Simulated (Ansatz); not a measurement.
# How Mg(0001) screens a field

Wanted: the response of a Mg(0001) slab to a perpendicular field.

Method: plane-wave DFT, PBE, Ansatz PAW, in Ansatz 0.2.0.

## Step 1: Set-up

The cell holds 5 atoms: 5 Mg. Cell: a = 3.210 Å, b = 3.210 Å, c = 28.426 Å, α = 90.0°, β = 90.0°, γ = 60.0°. Vacuum lies along c.

Structure file:

```cif
data_structure
_symmetry_space_group_name_H-M 'P 1'
_symmetry_Int_Tables_number 1
_cell_length_a 3.2100
_cell_length_b 3.2100
_cell_length_c 28.4261
_cell_angle_alpha 90.000
_cell_angle_beta 90.000
_cell_angle_gamma 60.000
_cell_volume 253.66
loop_
_atom_site_label
_atom_site_type_symbol
_atom_site_fract_x
_atom_site_fract_y
_atom_site_fract_z
_atom_site_occupancy
Mg1 Mg 0.00000 0.00000 0.31661 1
Mg2 Mg 0.66667 0.66667 0.40831 1
Mg3 Mg 0.00000 0.00000 0.50000 1
Mg4 Mg 0.66667 0.66667 0.59169 1
Mg5 Mg 0.00000 0.00000 0.68339 1
```

## Step 2: Single point, field 0

A sawtooth potential applies the field, turning back in the middle of the vacuum. With the dipole correction the typed value is the field outside the slab. The induced dipole is small, so the SCF threshold is tight.

input.yaml

```yaml
crystal:
  lattice:
    - [3.21, 0.0, 0.0]
    - [1.605, 2.7799415461, 0.0]
    - [0.0, 0.0, 28.42608]
  atoms:
    - { symbol: Mg, position: [0.0, 0.0, 0.3166106618] }
    - { symbol: Mg, position: [0.6666666667, 0.6666666667, 0.4083053309] }
    - { symbol: Mg, position: [0.0, 0.0, 0.5] }
    - { symbol: Mg, position: [0.6666666667, 0.6666666667, 0.5916946691] }
    - { symbol: Mg, position: [0.0, 0.0, 0.6833893382] }
kpoints:
  mp_grid: { grid: [18, 18, 1] }
hamiltonian:
  xc: pbe
scf:
  occupations: { method: fermi_dirac, width: 0.1 }
  convergence: { dr2_threshold: 1.0e-10 }
efield:
  axis: 3
  dipole_correction: true
  ramp_position: 0.97
  ramp_width: 0.06
  amplitude: 0
output:
  forces: true
  write_potential: true
  write_density: true
  volumetric_format: npy
```

Run with:

```console
$ ansatz run input.yaml --threads 2 --pin off --max-ram 3072MiB --backend cpu --events-out ev --progress --plain --runs-dir out
```

Numbers of over 12 decimals in the logs are rounded to 6 here.

The log of the run:

```text
Engine: ansatz 0.2.0, x86_64-unknown-linux-gnu
Pseudopotentials: kind: paw
Pseudopotential: Mg, paw, valence charge 10, recommended cutoff 420 eV (normal), Mg.paw.azcp
Functional definition: PBE
  parameter kappa = 0.804
  parameter beta = 0.066725
  exchange = pbe_x(kappa = kappa, mu = beta*pi^2/3)
  correlation = pbe_c(beta = beta)
Crystal: 5 atoms, lattice volume = 253.663 Å³
Basis set: ecut = 420 eV, 5039 PW (Γ), exchange–correlation on 48×48×384 points (8 copies of the dense FFT grid, shifted against one another)
Bands: 30, of which v1, the nominal top of the filled ones, is band 25 counted from 1 (24 counted from 0)
Symmetry: 6 space group operations
k-points: 37 of 324 (time reversal used)
Non-local potential: Mg, projectors of the file, l = 0: 3, l = 1: 2, l = 2: 1
PAW form: soft (Blöchl's): semilocal exchange-correlation on the pseudo side does not see the compensation charge
PAW one-centre angular grid: Mg, 110 points (default); XC on 64 Gauss nodes
Initial density: superposition of atomic densities (neutral atoms: chi_scale 0, normalization atom), corrected by the library's trained network
Initial wavefunctions: pseudopotential atomic-orbital guess
Functional: x = pbe(κ = 0.804, μ = 0.219515), c = pbe(β = 0.066725)
SCF iter   1: F=—  HF=-9618.435513 eV  |F-HF|=—  |Δ(HF+E_count)|=         —  Δρ=5.90e-4  dr2=2.21e-3  ethr=1.77e-3  p=0.000 e·Å  D=1.33e-13 V/Å  ΔV_dip=-0.00 eV  dr2_dipole=8.47e-8  V_vac-E_F(+/−)=3.75/3.75 eV  ⟨swp⟩=9.9  Hψ=5907  notcnv=0
efield: sawtooth ramp at fractional position 0.9700 (set: `efield.ramp_position`, or a place that a band, a saddle search or an elastic batch's reference lends), width 0.0600; the density the first Hamiltonian is built on has a dipole p = 0.000 e·Å; the dipole correction subtracts the counter field D = 1.33e-13 V/Å, which shifts the + side's vacuum level by -0.00 eV against the − side's; the planar-averaged density in the ramp window peaks in size at 1.7e-5 e/Å³
preconditioner: auto → LDOS  [metal: Δε(μ)=0.020 eV  Ē_g=4.643 eV  σ=0.100 eV  W_gap=0.05  n_scr=18 (ndim 8)  ℏωp=7.4 eV  f_vac=0.484  D(μ)=2.45/eV (n_scr^D=10)  β→1.0]
SCF iter   2: F=—  HF=-9618.436989 eV  |F-HF|=—  |Δ(HF+E_count)|=   1.48e-3  Δρ=2.71e-4  dr2=1.58e-3  ethr=4.41e-6  p=0.000 e·Å  D=1.93e-6 V/Å  ΔV_dip=-0.00 eV  dr2_dipole=4.26e-8  V_vac-E_F(+/−)=3.76/3.76 eV  ⟨swp⟩=3.1  Hψ=2141  notcnv=0
SCF iter   3: F=—  HF=-9618.436909 eV  |F-HF|=—  |Δ(HF+E_count)|=   8.10e-5  Δρ=8.61e-5  dr2=4.05e-5  ethr=3.16e-6  p=-0.000 e·Å  D=-4.76e-6 V/Å  ΔV_dip=0.00 eV  dr2_dipole=2.01e-8  V_vac-E_F(+/−)=3.74/3.74 eV  ⟨swp⟩=1.2  Hψ=1122  notcnv=0
SCF iter   4: F=—  HF=-9618.436936 eV  |F-HF|=—  |Δ(HF+E_count)|=   2.77e-5  Δρ=2.19e-5  dr2=1.33e-5  ethr=8.10e-8  p=0.000 e·Å  D=1.17e-6 V/Å  ΔV_dip=-0.00 eV  dr2_dipole=4.82e-9  V_vac-E_F(+/−)=3.74/3.74 eV  ⟨swp⟩=2.5  Hψ=1729  notcnv=0
SCF iter   5: F=—  HF=-9618.436937 eV  |F-HF|=—  |Δ(HF+E_count)|=   6.72e-7  Δρ=7.17e-6  dr2=8.43e-7  ethr=2.65e-8  p=-0.000 e·Å  D=-1.60e-7 V/Å  ΔV_dip=0.00 eV  dr2_dipole=5.62e-11  V_vac-E_F(+/−)=3.74/3.74 eV  ⟨swp⟩=1.1  Hψ=1116  notcnv=0
SCF iter   6: F=—  HF=-9618.436937 eV  |F-HF|=—  |Δ(HF+E_count)|=   2.75e-7  Δρ=1.68e-6  dr2=9.81e-8  ethr=1.69e-9  p=-0.000 e·Å  D=-7.73e-8 V/Å  ΔV_dip=0.00 eV  dr2_dipole=2.10e-12  V_vac-E_F(+/−)=3.74/3.74 eV  ⟨swp⟩=1.8  Hψ=1222  notcnv=0
SCF iter   7: F=—  HF=-9618.436937 eV  |F-HF|=—  |Δ(HF+E_count)|=   3.94e-9  Δρ=3.59e-7  dr2=3.15e-9  ethr=1.96e-10  p=0.000 e·Å  D=6.24e-9 V/Å  ΔV_dip=-0.00 eV  dr2_dipole=3.36e-13  V_vac-E_F(+/−)=3.74/3.74 eV  ⟨swp⟩=1.7  Hψ=1186  notcnv=0
SCF iter   8: F=—  HF=-9618.436937 eV  |F-HF|=—  |Δ(HF+E_count)|=  4.64e-10  Δρ=7.72e-8  dr2=2.45e-10  ethr=6.30e-12  p=-0.000 e·Å  D=-6.09e-9 V/Å  ΔV_dip=0.00 eV  dr2_dipole=1.38e-13  V_vac-E_F(+/−)=3.73/3.73 eV  ⟨swp⟩=1.8  Hψ=1223  notcnv=0
SCF iter   9: F=-9618.436937 eV  HF=-9618.436937 eV  |F-HF|=1.46e-11  |Δ(HF+E_count)|=  2.73e-11  Δρ=1.71e-8  dr2=1.06e-11  ethr=1.00e-12  p=-0.000 e·Å  D=-5.89e-10 V/Å  ΔV_dip=0.00 eV  dr2_dipole=6.56e-16  V_vac-E_F(+/−)=3.73/3.73 eV  ⟨swp⟩=8.5  Hψ=5311  notcnv=0
SCF 1 converged in 9 iterations: F = -9618.436937 eV  dr2 = 1.06e-11
  greatest PAW one-centre occupation: 1.000 electrons in one spin orbital (limit 2), on the Mg atom at site 1 (counted from 0), in its partial waves of l = 0
WARN: The output density's exchange-correlation potential varies sharply where the density is thin. Do not read a vacuum level from v_tot or v_xc, or from such a field of the output density. On a cell that repeats whose density bears no net charge and no dipole along the vacuum's axis use v_es (v_loc + v_h of the components); under efield.dipole_correction with no amplitude use v_es + v_field, which holds any externa [...]
SCF converged after 9 iterations
Free energy (F): -9618.436937 eV
Harris-Foulkes:  -9618.436937 eV  (|F-HF|=1.46e-11)
Internal energy: -9618.358829 eV  (E = F + TS)
E sigma→0 (E₀):  -9618.397883 eV
Entropy (-TS):   -0.078107 eV (-15.621 meV/atom)
Fermi energy:    0.569061 eV
Dipole field:    D = 0.000000 V/Å  (p = 0.000000 e·Å, saw-weighted, corrected)
Work function:   Φ+ = 3.7350 eV   Φ− = 3.7350 eV
Levels:          The Fermi level and band energies are counted from a zero that moves with the ramp; work functions are not
--- Per-component energies (eV) ---
  E_band       = -2042.566907
  E_kinetic    = 372.313312
  E_local      = -44292.517147  (includes V_loc(G=0)·N_el)
  E_nonlocal   = 478.738634
  E_hartree    = 20861.365399
  E_xc         = -140.503636
  E_vxc        = -181.174586  (∫ρ·V_xc dr)
  E_paw        = -1463.213941  (= ΣΔE_a)
  E_vpaw       = -142.658317  (= ΣTr[D̂ρ^β])
  E_aug_tail   = -0.000018  (compensation charges beyond the density's cutoff)
  E_efield     = 0.000000  (sawtooth field / dipole correction)
  E_vefield    = 0.000000  (∫n·V_field dr)
  E_ewald      = 14565.458567
  E_smearing   = -0.078107  (= −TS)
  E_closure    = -0.000000  (closes the sum)
  Σ components = -9618.436937   (vs F -9618.436937, Δ=0.00e0)
--- Forces (eV/Å), atoms counted from 1 ---
  atom   1  Mg     0.00000000    -0.00000000    -0.02795191
  atom   2  Mg    -0.00000000     0.00000000     0.03920109
  atom   3  Mg     0.00000000    -0.00000000     0.00000001
  atom   4  Mg    -0.00000000     0.00000000    -0.03920111
  atom   5  Mg     0.00000000    -0.00000000     0.02795192
  max |Σ_I F_I| component: 3.93e-10 eV/Å
--- Band table (eV; the first three rows and the last of 37) ---
  k-point 0: bands = [... 21 lower, -5.5697, -4.6873, -3.4808, -1.9633, -0.5260, 1.3776, 2.9473, 3.8619, ... 1 higher]
  k-point 1: bands = [... 21 lower, -5.5096, -4.6277, -3.4217, -1.9044, -0.4701, 1.4341, 3.0041, 3.9205, ... 1 higher]
  k-point 2: bands = [... 21 lower, -5.3297, -4.4490, -3.2446, -1.7281, -0.3023, 1.6029, 3.1734, 4.0958, ... 1 higher]
  k-point 36: bands = [... 21 lower, 0.1564, 0.1875, 0.5142, 0.6347, 0.7623, 1.0881, 1.4358, 2.3146, ... 1 higher]
```

Wall time 5.1 s (2 threads of AMD EPYC 9R45, shared host); peak memory 0.56 GiB; 9.9 s of CPU time.

This step gave:

| Item | Value |
| --- | --- |
| energy at zero smearing | -9618.3979 eV |
| work function, upper face | 3.735 eV |
| dipole along the normal | 4.21e-8 e·Å |

Running mean over 2.60652 Å of the planar mean; the ramp of the sawtooth is left out. Table of electron's electrostatic potential energy less the Fermi level by z:

```
z (Å)  electron's electrostatic potential energy less the Fermi level (eV)
  3.5                                                                 3.73
  4.0                                                                 3.73
  4.5                                                                 3.73
  5.0                                                                 3.72
  5.5                                                                 3.69
  6.0                                                                 3.59
  6.5                                                                 3.31
  7.0                                                                 2.55
  7.5                                                                0.648
  8.0                                                                -2.12
  8.5                                                                -3.60
  9.0                                                                -4.03
  9.5                                                                -4.08
 10.0                                                                -4.05
 10.5                                                                -4.04
 11.0                                                                -4.05
 11.5                                                                -4.05
 12.0                                                                -4.04
 12.5                                                                -4.04
 13.0                                                                -4.04
 13.5                                                                -4.04
 14.0                                                                -4.04
 14.5                                                                -4.04
 15.0                                                                -4.04
 15.5                                                                -4.04
 16.0                                                                -4.04
 16.5                                                                -4.04
 17.0                                                                -4.05
 17.5                                                                -4.05
 18.0                                                                -4.04
 18.5                                                                -4.06
 19.0                                                                -4.08
 19.5                                                                -4.00
 20.0                                                                -3.47
 20.5                                                                -1.75
 21.0                                                                 1.04
 21.5                                                                 2.72
 22.0                                                                 3.37
 22.5                                                                 3.61
 23.0                                                                 3.69
 23.5                                                                 3.72
 24.0                                                                 3.73
 24.5                                                                 3.73
 25.0                                                                 3.73
```

The work function of the upper face is 3.73 eV.

## Step 3: Single point, field 0.05 V/Å

input.yaml, as its differences from that of step 2:

```diff
@@ -23,3 +23,3 @@
   ramp_width: 0.06
-  amplitude: 0
+  amplitude: 0.05
 output:
```

The log of the run:

```text
[...]
Crystal: 5 atoms, lattice volume = 253.663 Å³
Basis set: ecut = 420 eV, 5039 PW (Γ), exchange–correlation on 48×48×384 points (8 copies of the dense FFT grid, shifted against one another)
Bands: 30, of which v1, the nominal top of the filled ones, is band 25 counted from 1 (24 counted from 0)
Symmetry: 6 space group operations
k-points: 37 of 324 (time reversal used)
[...]
k-point 0: bands = [... 21 lower, -5.5699, -4.6875, -3.4810, -1.9635, -0.5263, 1.3771, 2.9441, 3.8437, ... 1 higher]
  k-point 1: bands = [... 21 lower, -5.5098, -4.6279, -3.4219, -1.9046, -0.4704, 1.4336, 3.0009, 3.9023, ... 1 higher]
  k-point 2: bands = [... 21 lower, -5.3299, -4.4493, -3.2448, -1.7284, -0.3026, 1.6024, 3.1703, 4.0776, ... 1 higher]
  k-point 36: bands = [... 21 lower, 0.1562, 0.1873, 0.5139, 0.6345, 0.7620, 1.0879, 1.4356, 2.3144, ... 1 higher]
[key lines of the parts left out:]
SCF converged after 9 iterations
Free energy (F): -9618.437817 eV
Fermi energy:    0.568833 eV
Dipole field:    D = 0.025121 V/Å  (p = 0.035215 e·Å, saw-weighted, corrected)
```

Wall time 5.3 s (2 threads); peak memory 0.55 GiB; 10 s of CPU time.

The dipole is 0.0352 e·Å.

## Step 4: Atoms held, field -0.05 V/Å

input.yaml, as its differences from that of step 3:

```diff
@@ -23,3 +23,3 @@
   ramp_width: 0.06
-  amplitude: 0.05
+  amplitude: -0.05
 output:
```

The log of the run:

```text
[...]
Crystal: 5 atoms, lattice volume = 253.663 Å³
Basis set: ecut = 420 eV, 5039 PW (Γ), exchange–correlation on 48×48×384 points (8 copies of the dense FFT grid, shifted against one another)
Bands: 30, of which v1, the nominal top of the filled ones, is band 25 counted from 1 (24 counted from 0)
Symmetry: 6 space group operations
k-points: 37 of 324 (time reversal used)
[...]
k-point 0: bands = [... 21 lower, -5.5699, -4.6875, -3.4810, -1.9635, -0.5263, 1.3771, 2.9441, 3.8437, ... 1 higher]
  k-point 1: bands = [... 21 lower, -5.5098, -4.6279, -3.4219, -1.9046, -0.4704, 1.4336, 3.0009, 3.9023, ... 1 higher]
  k-point 2: bands = [... 21 lower, -5.3299, -4.4493, -3.2448, -1.7284, -0.3026, 1.6024, 3.1703, 4.0776, ... 1 higher]
  k-point 36: bands = [... 21 lower, 0.1562, 0.1873, 0.5139, 0.6345, 0.7620, 1.0879, 1.4356, 2.3144, ... 1 higher]
[key lines of the parts left out:]
SCF converged after 9 iterations
Free energy (F): -9618.437817 eV
Fermi energy:    0.568833 eV
Dipole field:    D = -0.025121 V/Å  (p = -0.035215 e·Å, saw-weighted, corrected)
```

Wall time 5.4 s (2 threads); peak memory 0.55 GiB; 10 s of CPU time.

The dipole is -0.0352 e·Å.

## Step 5: Atoms held, field 0.1 V/Å

input.yaml, as its differences from that of step 4:

```diff
@@ -23,3 +23,3 @@
   ramp_width: 0.06
-  amplitude: -0.05
+  amplitude: 0.1
 output:
```

The log of the run:

```text
[...]
Crystal: 5 atoms, lattice volume = 253.663 Å³
Basis set: ecut = 420 eV, 5039 PW (Γ), exchange–correlation on 48×48×384 points (8 copies of the dense FFT grid, shifted against one another)
Bands: 30, of which v1, the nominal top of the filled ones, is band 25 counted from 1 (24 counted from 0)
Symmetry: 6 space group operations
k-points: 37 of 324 (time reversal used)
[...]
k-point 0: bands = [... 21 lower, -5.5706, -4.6882, -3.4817, -1.9642, -0.5270, 1.3757, 2.9342, 3.7911, ... 1 higher]
  k-point 1: bands = [... 21 lower, -5.5105, -4.6285, -3.4226, -1.9053, -0.4711, 1.4322, 2.9911, 3.8497, ... 1 higher]
  k-point 2: bands = [... 21 lower, -5.3306, -4.4499, -3.2455, -1.7290, -0.3033, 1.6011, 3.1607, 4.0251, ... 1 higher]
  k-point 36: bands = [... 21 lower, 0.1555, 0.1866, 0.5133, 0.6338, 0.7614, 1.0872, 1.4349, 2.3137, ... 1 higher]
[key lines of the parts left out:]
SCF converged after 9 iterations
Free energy (F): -9618.440458 eV
Fermi energy:    0.568159 eV
Dipole field:    D = 0.050245 V/Å  (p = 0.070435 e·Å, saw-weighted, corrected)
```

Wall time 5.5 s (2 threads); peak memory 0.55 GiB.

The dipole is 0.0704 e·Å.

## Step 6: Single point, field -0.1 V/Å

input.yaml, as its differences from that of step 5:

```diff
@@ -23,3 +23,3 @@
   ramp_width: 0.06
-  amplitude: 0.1
+  amplitude: -0.1
 output:
```

The log of the run:

```text
[...]
Crystal: 5 atoms, lattice volume = 253.663 Å³
Basis set: ecut = 420 eV, 5039 PW (Γ), exchange–correlation on 48×48×384 points (8 copies of the dense FFT grid, shifted against one another)
Bands: 30, of which v1, the nominal top of the filled ones, is band 25 counted from 1 (24 counted from 0)
Symmetry: 6 space group operations
k-points: 37 of 324 (time reversal used)
[...]
k-point 0: bands = [... 21 lower, -5.5706, -4.6882, -3.4817, -1.9642, -0.5270, 1.3757, 2.9342, 3.7911, ... 1 higher]
  k-point 1: bands = [... 21 lower, -5.5105, -4.6285, -3.4226, -1.9053, -0.4711, 1.4322, 2.9911, 3.8497, ... 1 higher]
  k-point 2: bands = [... 21 lower, -5.3306, -4.4499, -3.2455, -1.7290, -0.3033, 1.6011, 3.1607, 4.0251, ... 1 higher]
  k-point 36: bands = [... 21 lower, 0.1555, 0.1866, 0.5133, 0.6338, 0.7614, 1.0872, 1.4349, 2.3137, ... 1 higher]
[key lines of the parts left out:]
SCF converged after 9 iterations
Free energy (F): -9618.440458 eV
Fermi energy:    0.568159 eV
Dipole field:    D = -0.050245 V/Å  (p = -0.070435 e·Å, saw-weighted, corrected)
```

Elapsed: 5.5 s, on 2 threads; peak memory 0.55 GiB; 11 s of CPU time.

The dipole is -0.0704 e·Å.

## Step 7: Single point, field 0.2 V/Å

input.yaml, as its differences from that of step 6:

```diff
@@ -23,3 +23,3 @@
   ramp_width: 0.06
-  amplitude: -0.1
+  amplitude: 0.2
 output:
```

The log of the run:

```text
[...]
Crystal: 5 atoms, lattice volume = 253.663 Å³
Basis set: ecut = 420 eV, 5039 PW (Γ), exchange–correlation on 48×48×384 points (8 copies of the dense FFT grid, shifted against one another)
Bands: 30, of which v1, the nominal top of the filled ones, is band 25 counted from 1 (24 counted from 0)
Symmetry: 6 space group operations
k-points: 37 of 324 (time reversal used)
[...]
k-point 0: bands = [... 21 lower, -5.5733, -4.6908, -3.4843, -1.9668, -0.5298, 1.3701, 2.8894, 3.6083, ... 1 higher]
  k-point 1: bands = [... 21 lower, -5.5132, -4.6312, -3.4252, -1.9080, -0.4739, 1.4266, 2.9466, 3.6668, ... 1 higher]
  k-point 2: bands = [... 21 lower, -5.3333, -4.4526, -3.2481, -1.7317, -0.3061, 1.5955, 3.1172, 3.8419, ... 1 higher]
  k-point 36: bands = [... 21 lower, 0.1528, 0.1839, 0.5105, 0.6311, 0.7587, 1.0846, 1.4322, 2.3110, ... 1 higher]
[key lines of the parts left out:]
SCF converged after 9 iterations
Free energy (F): -9618.451025 eV
Fermi energy:    0.565450 eV
Dipole field:    D = 0.100516 V/Å  (p = 0.140906 e·Å, saw-weighted, corrected)
```

It took 5.6 s on 2 threads; peak memory 0.55 GiB.

The dipole is 0.141 e·Å.

## Step 8: Atoms held, field -0.2 V/Å

input.yaml, as its differences from that of step 7:

```diff
@@ -23,3 +23,3 @@
   ramp_width: 0.06
-  amplitude: 0.2
+  amplitude: -0.2
 output:
```

The log of the run:

```text
[...]
Crystal: 5 atoms, lattice volume = 253.663 Å³
Basis set: ecut = 420 eV, 5039 PW (Γ), exchange–correlation on 48×48×384 points (8 copies of the dense FFT grid, shifted against one another)
Bands: 30, of which v1, the nominal top of the filled ones, is band 25 counted from 1 (24 counted from 0)
Symmetry: 6 space group operations
k-points: 37 of 324 (time reversal used)
[...]
k-point 0: bands = [... 21 lower, -5.5733, -4.6908, -3.4843, -1.9668, -0.5298, 1.3701, 2.8894, 3.6083, ... 1 higher]
  k-point 1: bands = [... 21 lower, -5.5132, -4.6312, -3.4252, -1.9080, -0.4739, 1.4266, 2.9466, 3.6668, ... 1 higher]
  k-point 2: bands = [... 21 lower, -5.3333, -4.4526, -3.2481, -1.7317, -0.3061, 1.5955, 3.1172, 3.8419, ... 1 higher]
  k-point 36: bands = [... 21 lower, 0.1528, 0.1839, 0.5105, 0.6311, 0.7587, 1.0846, 1.4322, 2.3110, ... 1 higher]
[key lines of the parts left out:]
SCF converged after 9 iterations
Free energy (F): -9618.451025 eV
Fermi energy:    0.565450 eV
Dipole field:    D = -0.100516 V/Å  (p = -0.140906 e·Å, saw-weighted, corrected)
```

The job ended after 5.4 s (2 threads; peak memory 0.55 GiB).

The dipole is -0.141 e·Å.

(Part 1 of 2 ends here.)

[Logs are printed without paths, hosts, clocks, repeated set-up lines and the standing remarks that a program may print on its own settings, such as how far it seeks lower states.]

[Hosts, paths, dates, database ids (printed as entryN), source tags and the programs' standing remarks are cut or masked in the printed files.]

[Maps of the electrostatic potential energy from Ansatz leave out the sawtooth potential of an applied field or a dipole correction, so their vacuum need not be flat; planar profiles and work functions include it.]
